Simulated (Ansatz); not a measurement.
# Lattice dynamics of NaSe (Fm-3m), part 2 of 2

Aim: the vibrations of NaSe (Fm-3m), their spectra, and whether the structure is stable.

Ansatz 0.2.0; DFT PBEsol, scalar-relativistic, plane waves, PAW; PAW set soft_1.

So far. Step 5 (The orders compared): The start carried on is the ferromagnetic one. Step 7 (Relaxing to small forces for the phonons): The forces vanish by symmetry and the pressure is -0.006 GPa, within the tolerances set. The cell now holds 25.28 Å³/atom. The relaxed cell has a = 5.870 Å (conventional setting).

### Step 8. Linear response at the zone centre

The zone centre comes first: it holds the modes that light can see, as far as symmetry allows. No field response is asked, since the mesh shows no gap.

File input.yaml:

```yaml
crystal:
  lattice:
    - [0.0, 2.9350371074, 2.9350371074]
    - [2.9350371074, 0.0, 2.9350371074]
    - [2.9350371074, 2.9350371074, 0.0]
  atoms:
    - { symbol: Na, position: [0.0, 0.0, 0.0] }
    - { symbol: Se, position: [0.5, 0.5, 0.5], spin: 0.74 }
kpoints:
  mp_grid: { grid: [12, 12, 12] }
hamiltonian:
  xc: pbesol
  pseudopotentials: { kind: paw, azcp: { folder: soft_1 }, xc_functional: pbe }
scf:
  occupations: { method: gaussian, width: 0.15 }
output:
  eigenvalues: true
  populations: true
magnetization:
  spin_polarized: true
phonons:
  method: dfpt
```

Started as:

```
$ ansatz run input.yaml --threads 4 --pin off --max-ram 10240MiB --backend cpu --events-out ev --progress --plain --runs-dir out
```

Numbers of over 12 decimals in the logs are rounded to 6 here.

What it wrote:

```text
[...]
Crystal: 2 atoms, lattice volume = 50.567 Å³
Basis set: ecut = 420 eV, 965 PW (Γ), exchange–correlation on 60×60×60 points (8 copies of the dense FFT grid, shifted against one another)
Bands: 17, of which v1, the nominal top of the filled ones, is band 13 counted from 1 (12 counted from 0)
Symmetry: 48 space group operations
[...]
k-points: 72 of 1728
[...]
Starting moments: Σ|m| = 0.74 μB on 1 of 2 sites
[...]
SCF 1 converged in 19 iterations: F = -6900.837769 eV  dr2 = 7.03e-10
[...]
a single point of the input's cell can leave the moments in the input for a lower state (scf.lower_state_search): this run first made a single point of its cell. This run's own SCFs start from the density of the state that the single point found, with the moments in the input. The single point stayed on the moments in the input.
k-points: 163 of 1728 (irreducible under 8 space group operations, time reversal used)
[...]
Stability of the state it starts from, as read at its close in the collinear treatment: not read negative (Ritz values of 1 − χ₀K, real part plus size of imaginary part, from 0.55 to 0.89, by its mixing steps under the symmetry group of the SCF that read it); its run was given moments
[...]
SCF iter   5: F=-6900.837769 eV  HF=-6900.837769 eV  |F-HF|=1.82e-12  |Δ(HF+E_count)|=  2.82e-11  Δρ=4.76e-8 (↑4.76e-8 ↓4.13e-8)  dr2=2.04e-12  dr2_m=5.68e-13  M=0.914 μB ∫|m|=0.932 μB  ethr=1.00e-12  ⟨swp⟩=4.1  Hψ=23294  notcnv=0
SCF 2 converged in 5 iterations: F = -6900.837769 eV  dr2 = 2.04e-12
DFPT response loops at Γ: preconditioner auto → Kerker (q_TF=auto, 2.426 Å⁻¹) (partly filled bands, converged f_vac=0.008); β = 1.00, the filter's whole step (`scf.mixing.beta` (0.30) is not read by the response loops under this deck's `scf.mixing.preconditioner`; to damp them name `kerker` or `kerker_dos`, under which they read `scf.mixing.beta`, and type it under 1.00, their step now; both keys bind the ground state too); Broyden in place of MSR1
SCF converged after 5 iterations
Magnetization: 0.9142 μB (12.9571 up, 12.0429 down)
Absolute magnetization: 0.9188 μB (∫|ρ↑−ρ↓|, with the PAW one-centre terms)
[...]
Per-site moments (μB) at R_I (Å): [(0.017678, 1.210703), (0.674833, 1.210703)]
Free energy (F): -6900.837769 eV
[...]
Internal energy: -6900.814453 eV  (E = F + TS)
E sigma→0 (E₀):  -6900.826111 eV
Entropy (-TS):   -0.023316 eV (-11.658 meV/atom)
Fermi energy:    3.433265 eV
[...]
--- Band table (eV; the first three rows and the last of 326) ---
  k-point 0 ↑: bands = [... 9 lower, -8.5048, 3.5170, 3.5170, 3.5170, 7.2507, 11.9740, 11.9740, 11.9740]
  k-point 1 ↑: bands = [... 9 lower, -8.4735, 3.2076, 3.4869, 3.4869, 7.5731, 11.7137, 12.0798, 12.0798]
  k-point 2 ↑: bands = [... 9 lower, -8.3860, 2.5299, 3.4071, 3.4071, 8.2188, 11.4008, 12.2798, 12.2798]
  k-point 162 ↓: bands = [... 9 lower, -7.1514, 2.1830, 2.1830, 2.8806, 10.5271, 11.6906, 11.6906, 12.6296]
--- Phonons (Γ-DFPT): 2 representative perturbations + reference, on 163 of 1728 k-points (Σ response iterations 6) ---
  k mesh reduced under 8 symmetry operations, with k and −k counted as one. Each operation leaves every solved perturbation unchanged. A smaller set is not used because it would not reduce the number of displacements times k-points to solve
  ASR residual: 5.238e-5 → 0.000e0 eV/Å²; symmetrization residual: 1.652e-6 eV/Å²
  ASR residual per site (eV/Å²): 5.24e-5 5.05e-6
  Γ frequencies (cm⁻¹): 0.00 0.00 0.00 171.06 171.06 171.06
  non-analytic LO–TO correction: not included (Born effective charges unavailable; polar crystals: no LO–TO splitting at Γ)
--- Löwdin populations: 2 sites ---
  site symbol       q [e]    m [muB]
     0     Na      8.3866    -0.0148
     1     Se     16.5729     0.9301
  spilling = 0.001619 (of n_electrons = 25.000000)
```

Elapsed: 22 s, on 4 threads of Arm Neoverse V1, shared host; peak memory 0.86 GiB.

Numbers from this step:

- sum-rule residual before enforcement: 5.24e-5 eV/Å²
- point group: m-3m
- highest optical mode at the zone centre (no LO-TO term): 171.1 cm⁻¹
- lowest optical zone-centre mode: 171.1 cm⁻¹

Patterns of degenerate modes are one choice out of their space. Modes at Γ, with each element's share of the kinetic energy:

```csv
mode,frequency (cm⁻¹),symmetry,Na %,Se %
1,0.0,acoustic,23,77
2,0.0,acoustic,23,77
3,0.0,acoustic,23,77
4,171.1,T1u,77,23
5,171.1,T1u,77,23
6,171.1,T1u,77,23
```

Displacements in mode 5 (171.1 cm⁻¹), the largest set to 1:
```
Na1  0.00  1.00  0.00
Se2  0.00 -0.29  0.00
```

Before it was imposed, the acoustic sum rule was missed by 5.2e-5 eV/Å². Small misses are needed for a sound result but don't prove that mesh and cutoff are converged. The lowest optical mode is real, 171 cm⁻¹.

### Step 9. The dispersion

Stability and thermal properties need the whole zone. Linear response on a 4×4×4 q mesh gives force constants as far as a supercell of that size would.

input.yaml, as its differences from that of step 8:

```diff
@@ -22 +22,8 @@
   method: dfpt
+  qmesh: [4, 4, 4]
+  temperatures: { t_max: 1000, t_step: 50 }
+  qpath:
+    path:
+      - [[0.0, 0.0, 0.0], [0.5, 0.0, 0.5], [0.625, 0.25, 0.625]]
+      - [[0.375, 0.375, 0.75], [0.0, 0.0, 0.0], [0.5, 0.5, 0.5], [0.5, 0.25, 0.75], [0.5, 0.0, 0.5]]
+    npoints: 10
```

What it wrote:

```text
[...]
Crystal: 2 atoms, lattice volume = 50.567 Å³
Basis set: ecut = 420 eV, 965 PW (Γ), exchange–correlation on 60×60×60 points (8 copies of the dense FFT grid, shifted against one another)
Bands: 17, of which v1, the nominal top of the filled ones, is band 13 counted from 1 (12 counted from 0)
Symmetry: 48 space group operations
[...]
k-points: 72 of 1728
[...]
Starting moments: Σ|m| = 0.74 μB on 1 of 2 sites
[...]
SCF 1 converged in 19 iterations: F = -6900.837769 eV  dr2 = 7.03e-10
[...]
SCF iter   5: F=-6900.837769 eV  HF=-6900.837769 eV  |F-HF|=9.09e-13  |Δ(HF+E_count)|=  2.91e-11  Δρ=4.71e-8 (↑4.71e-8 ↓4.18e-8)  dr2=1.94e-12  dr2_m=5.61e-13  M=0.914 μB ∫|m|=0.932 μB  ethr=1.00e-12  ⟨swp⟩=3.9  Hψ=10292  notcnv=0
SCF 2 converged in 5 iterations: F = -6900.837769 eV  dr2 = 1.94e-12
[...]
SCF iter   4: F=-6900.837769 eV  HF=-6900.837769 eV  |F-HF|=2.73e-12  |Δ(HF+E_count)|=    0.00e0  Δρ=6.27e-8 (↑5.22e-8 ↓6.27e-8)  dr2=3.75e-12  dr2_m=5.82e-13  M=0.914 μB ∫|m|=0.932 μB  ethr=1.00e-12  ⟨swp⟩=2.0  Hψ=4827  notcnv=0
SCF 3 converged in 4 iterations: F = -6900.837769 eV  dr2 = 3.75e-12
phonons: the bands overlap, so this run is a metal and interpolates without the dipole-dipole term. If the crystal is really an insulator or semiconductor, its LO-TO splitting is missing
NSCF: frozen V_eff on 72 k-points
[...]
DFPT response loops at q = (0, 0, 0) (fractional): preconditioner auto → Kerker (q_TF=auto, 2.426 Å⁻¹) (partly filled bands, converged f_vac=0.008); β = 1.00, the filter's whole step (`scf.mixing.beta` (0.30) is not read by the response loops under this deck's `scf.mixing.preconditioner`; to damp them name `kerker` or `kerker_dos`, under which they read `scf.mixing.beta`, and type it under 1.00, their step now; both keys bind the ground state too); Broyden in place of MSR1
[...]
SCF converged after 5 iterations
Magnetization: 0.9142 μB (12.9571 up, 12.0429 down)
Absolute magnetization: 0.9188 μB (∫|ρ↑−ρ↓|, with the PAW one-centre terms)
[...]
Per-site moments (μB) at R_I (Å): [(0.017678, 1.210703), (0.674833, 1.210703)]
Free energy (F): -6900.837769 eV
[...]
Internal energy: -6900.814453 eV  (E = F + TS)
E sigma→0 (E₀):  -6900.826111 eV
Entropy (-TS):   -0.023316 eV (-11.658 meV/atom)
Fermi energy:    3.433265 eV
[...]
--- Band table (eV; the first three rows and the last of 144) ---
  k-point 0 ↑: bands = [... 9 lower, -8.5048, 3.5170, 3.5170, 3.5170, 7.2507, 11.9740, 11.9740, 11.9740]
  k-point 1 ↑: bands = [... 9 lower, -8.4735, 3.2076, 3.4869, 3.4869, 7.5731, 11.7137, 12.0798, 12.0798]
  k-point 2 ↑: bands = [... 9 lower, -8.3860, 2.5299, 3.4071, 3.4071, 8.2188, 11.4008, 12.2798, 12.2798]
  k-point 71 ↓: bands = [... 9 lower, -7.1514, 2.1830, 2.1830, 2.8806, 10.5271, 11.6906, 11.6906, 12.6296]
--- Phonons (Γ-DFPT): 2 representative perturbations + reference (Σ response iterations 6) ---
  ASR residual: 5.522e-5 → 0.000e0 eV/Å²; symmetrization residual: 2.671e-7 eV/Å²
  ASR residual per site (eV/Å²): 5.52e-5 2.05e-6
  Γ frequencies (cm⁻¹): 0.00 0.00 0.00 171.06 171.06 171.06
--- Phonons (arbitrary-q DFPT): 8 irreducible q on the 4×4×4 mesh ---
  q = [0.0000, 0.0000, 0.0000] (star 1, of the zone-centre solve; hermiticity 2.79e-7, symmetrization 1.87e-11): -0.00 -0.00 0.00 171.06 171.06 171.06
  q = [0.0000, 0.0000, 0.2500] (star 8, 2 solved perturbations on 936 of 1728 k-point pairs; hermiticity 1.58e-7, symmetrization 1.79e-11): 41.94 45.49 45.49 159.42 160.52 160.52
[...]
q = [0.0000, 0.2500, 0.2500] (star 6, 4 solved perturbations in 1608 linear systems a pass and spin channel, the states on 510 of 1728 k-point pairs; hermiticity 1.47e-6, symmetrization 1.77e-12): -39.21 -39.21 65.93 149.41 173.91 173.91
[...]
sum rule: each row above includes the acoustic sum rule's correction from the zone centre's row sums; it moved no ω² by more than (0.81 cm⁻¹)²
  mesh force constants: q→R imaginary residual 7.91e-18; ASR residual 5.522e-5 → 0.000e0 eV/Å²; symmetrization residual 2.665e-15 eV/Å²
  interpolated dispersion: 62 rows × 6 modes
  density of states and harmonic sums: on the 20×20×20 q-mesh, interpolated from the force constants of a 4×4×4 supercell (no non-analytic term)
  largest difference from the sums on the solved wave vectors: F 1.78e-2 eV, S 2.71e-5 and C_V 9.30e-6 eV/K
  zero-point energy: 0.035678 eV/cell   skipped modes (ω ≤ 0): 321, of them read as no rigid motion or as one in doubt: 318 (1.233e0 modes/cell left out, lowest -54.48 cm⁻¹)   left out of the sums: 2.05e-1 of the cell's modes: C_V's classical limit lies that fraction below 3 k_B per atom; for a crystal, a wire or a layer, F and S can be off by more, and a phonons.interpolated_qmesh denser along its periods is the remedy for the sampling
--- Löwdin populations: 2 sites ---
  site symbol       q [e]    m [muB]
     0     Na      8.3866    -0.0148
     1     Se     16.5729     0.9301
  spilling = 0.001619 (of n_electrons = 25.000000)
```

Wall time 11 min (4 threads); peak memory 5.7 GiB; 42 min of CPU time.

This step gave:

| Property | Result |
| --- | --- |
| sum-rule residual before enforcement | 5.52e-5 eV/Å² |
| lowest frequency on the path | -54.83 cm⁻¹ |
| highest frequency on the path or at a solved wavevector | 183.3 cm⁻¹ |
| lowest mode on the q mesh (acoustic modes at Γ apart) | -54.48 cm⁻¹ |

Frequencies (cm⁻¹) solved at each irreducible wavevector; negative means imaginary. Frequencies by wavevector, by row:

```csv
q in reciprocal lattice units,star,mode 1,mode 2,mode 3,mode 4,mode 5,mode 6
0 0 0,1,0,0,0,171.1,171.1,171.1
0 0 0.25,8,41.9,45.5,45.5,159.4,160.5,160.5
0 0 -0.5,4,72.7,72.7,75,145.6,145.6,146
0 0.25 0.25,6,-39.2,-39.2,65.9,149.4,173.9,173.9
0 0.25 -0.5,24,-34,28.6,37.4,162.7,164.8,170
0 0.25 -0.25,12,-54.5,67.8,68.1,146.1,147.5,177
0 -0.5 -0.5,3,-32.1,-32.1,-30.2,176.2,176.2,183.3
0.25 -0.5 -0.25,6,-45.2,-45.2,44.8,147.3,179.6,179.6
```

Interpolated from a 4×4×4 q mesh. Phonon branches along the path, in cm⁻¹:

```csv
point,branch 1,branch 2,branch 3,branch 4,branch 5,branch 6
Γ,0,0,0,171,171,171
halfway,-39,-39,66,149,174,174
X,-32,-32,-30,176,176,183
halfway,-36,-32,-25,173,173,183
U,-46,-14,26,164,166,181
jump to K,-46,-14,26,164,166,181
halfway,-49,66,67,149,150,175
Γ,0,0,0,171,171,171
halfway,42,46,46,159,160,160
L,73,73,75,146,146,146
halfway,-27,33,63,146,166,168
W,-45,-45,45,147,180,180
halfway,-39,-38,12,164,177,182
X,-32,-32,-30,176,176,183
```

The phonon branches as a text plot (rows in cm⁻¹):

```
    178 |      *******************                      *********
    168 |******  *     ****       **********          **      *
    158 |  *    *          *     ***       ***      **      **
    149 |   ****            *****             **************
    139 |
    129 |
    119 |
    109 |
     99 |
     89 |
     79 |                                        *
     69 |    ***             ****              *******
     59 |   *               *    *            *    ** **
     49 |       *           *     **        **       *  ***
     39 |  *               *      **       **       *      *
     30 |        *        **        *     **          *     **
     20 | *              *           *   **          *
     10 |                            *  **             *
      0 |*                            **
    -10 | *       **    * *          *
    -20 |  *           * *          *                         *
    -30 |   *       *****         **                  * *      **
    -40 |    *******   ***       *                     *** ****
    -50 |                 *******                        ***
         Γ           X  U|K            Γ         L        W     X
```

The phonon density of states has structure finer than the step of the table below, so its rows give means over 10 cm⁻¹, whole bins alone (the curve runs from -55 to 183 cm⁻¹). Peaks (cm⁻¹: height): -41.0: 0.0536, 69.0: 0.0571, 147.0: 0.148, 175.0: 0.125.

Tetrahedra on a 20×20×20 mesh, mean over bins of 2 cm-1. Interpolated from a 4×4×4 q mesh. Phonon density of states against wavenumber; means over each step:

```csv
wavenumber (cm⁻¹),phonon density of states (1/cm⁻¹/cell)
-50,0.0214
-40,0.0475
-30,0.0274
-20,0.0134
-10,0.00940
0,0.00867
10,0.00904
20,0.0116
30,0.0174
40,0.0248
50,0.0327
60,0.0390
70,0.0375
80,3.9e-5
90,0
100,0
110,0
120,0
130,0
140,4.3e-4
150,0.0899
160,0.0650
170,0.0962
```

The partial phonon density of states has structure finer than the step of the table below, so its rows give means over 10 cm⁻¹, whole bins alone (the curve runs from -64.5 to 199 cm⁻¹). Peaks (cm⁻¹: height): Na 149.0: 0.100, 173.8: 0.0930; Se -39.7: 0.0429, 53.0: 0.0369, 69.6: 0.0481, 173.8: 0.0219.

Phonopy on the run's constants, 17x17x17 mesh, Gaussian sigma 2.0 cm-1. Interpolated from a 4×4×4 q mesh. The partial phonon density of states by wavenumber; means over each step; values in 1/cm⁻¹/cell:

```csv
wavenumber (cm⁻¹),Na,Se
-50,0.00436,0.0187
-40,0.00877,0.0384
-30,0.00545,0.0242
-20,0.00256,0.0118
-10,0.00155,0.00734
0,3.2e-4,0.00172
10,0.00116,0.00571
20,0.00200,0.0106
30,0.00279,0.0169
40,0.00294,0.0216
50,0.00289,0.0308
60,0.00201,0.0353
70,7.2e-4,0.0376
80,5.0e-6,0.00115
90,0,0
100,0,0
110,0,0
120,0,0
130,0,0
140,0.00826,7.2e-5
150,0.0789,0.00324
160,0.0569,0.00805
170,0.0763,0.0168
180,0.0416,0.00939
190,4.7e-4,9.7e-5
```

Second derivatives of the energy by pair, one row for each kind of neighbour of each atom listed. Each entry sums the pair over the periodic images of the supercell that the q mesh stands for, and in a polar crystal it holds the long-range dipole part too. Force constants by pair, by row:

```csv
atom,neighbour,distance (Å),third of the trace (eV/Å²),along the pair's line (eV/Å²)
Na1,itself,0,1.957,–
Na1,Se,2.935,-0.313,-1.031
Na1,Na,4.151,-0.0157,-0.0293
Na1,Se,5.084,0.0023,0.008
Na1,Na,5.87,0.0262,0.0674
Na1,Se,6.563,-0.0021,-0.0175
Na1,Na,7.189,3.00e-4,-2.00e-4
Se2,itself,0,1.342,–
Se2,Na,2.935,-0.313,-1.031
Se2,Se,4.151,0.0419,0.0327
Se2,Na,5.084,0.0023,0.008
Se2,Se,5.87,5.00e-4,0.0154
Se2,Na,6.563,-0.0021,-0.0175
Se2,Se,7.189,-0.0083,-0.0222
```

Symmetry leaves 8 wavevectors to solve. The lowest mode among them, the acoustic zeros apart, lies at q = (0, 0.25, -0.25) and is imaginary, 54.5i cm⁻¹, so the energy falls along it.

### Step 10. Another isotope

An isotope changes the mass and not the force constants, so no new electronic calculation is needed; the shifts show which modes move this element.

The same force constants with the mass of Se changed from 78.971 to 81.917 u (phonopy, no LO-TO term). Both lists are sorted by frequency; levels can cross, so a row need not hold one and the same mode. Modes under 3 cm⁻¹ are left out. Isotope shifts, by row:

```csv
q,rank,natural mass (cm⁻¹),changed mass (cm⁻¹)
0 0 0,4,171.1,170.4
0 0 0,5,171.1,170.4
0 0 0,6,171.1,170.4
0 0 0.25,1,41.94,41.28
0 0 0.25,2,45.49,44.79
0 0 0.25,3,45.49,44.79
0 0 0.25,4,159.4,159
0 0 0.25,5,160.5,160.1
0 0 0.25,6,160.5,160.1
0 0 -0.5,1,72.68,71.36
0 0 -0.5,2,72.68,71.36
0 0 -0.5,3,75.02,73.66
0 0 -0.5,4,145.6,145.6
0 0 -0.5,5,145.6,145.6
0 0 -0.5,6,146,146
0 0.25 0.25,1,-39.21,-38.64
0 0.25 0.25,2,-39.21,-38.64
0 0.25 0.25,3,65.93,64.75
0 0.25 0.25,4,149.4,149.4
0 0.25 0.25,5,173.9,173.2
0 0.25 0.25,6,173.9,173.2
```

A mode of this element alone would shift by -1.81 %. The highest zone-centre frequency without the field goes from 171.1 to 170.4 cm⁻¹ (-0.4 %). The product of the frequency ratios over all optical modes at Γ is 0.988; the product rule, (m/m′)^(3k/2) (M′/M)^(3/2) with k = 1 such atoms and M the mass of the cell, gives 0.988.

### Step 11. Outcome

```
space group after relaxation (within 0.01 Å)            : Fm-3m
volume per atom                                         : 25.3 Å³
electronic character                                    : no gap on this mesh
highest optical mode at the zone centre (no LO-TO term) : 171 cm⁻¹
lowest optical zone-centre mode                         : 171 cm⁻¹
lowest mode on the q mesh (acoustic modes at Γ apart)   : -54.5 cm⁻¹
highest frequency on the path or at a solved wavevector : 183 cm⁻¹
imaginary modes on the 4×4×4 q mesh                     : yes
net magnetic moment of the cell as run                  : 0.914 μB
```

In words: Modes are clearly imaginary (beyond 10i cm⁻¹) at 5 of the 8 irreducible wavevectors, most at q = (0, 0.25, -0.25) (54.5i cm⁻¹), so this structure is not a minimum of the energy. The optical modes at Γ form one degenerate level at 171 cm⁻¹. The highest mode in this list at Γ, 171.1 cm⁻¹, is mostly motion of Na (77 % of the kinetic energy). The magnetic state is the one that the run reached from its starting moments; a lower one was not ruled out. With no gap, or one that is small against the smearing, the frequencies hang on the k mesh and the smearing, most of all near Kohn anomalies. The PAW files were made for PBE and serve the other functionals too. These are harmonic frequencies at zero temperature: anharmonic shifts, linewidths and thermal expansion are left out.

[Logs are printed without paths, hosts, clocks, repeated set-up lines and the standing remarks that a program may print on its own settings, such as how far it seeks lower states.]

[Hosts, paths, dates, database ids (printed as entryN), source tags and the programs' standing remarks are cut or masked in the printed files.]
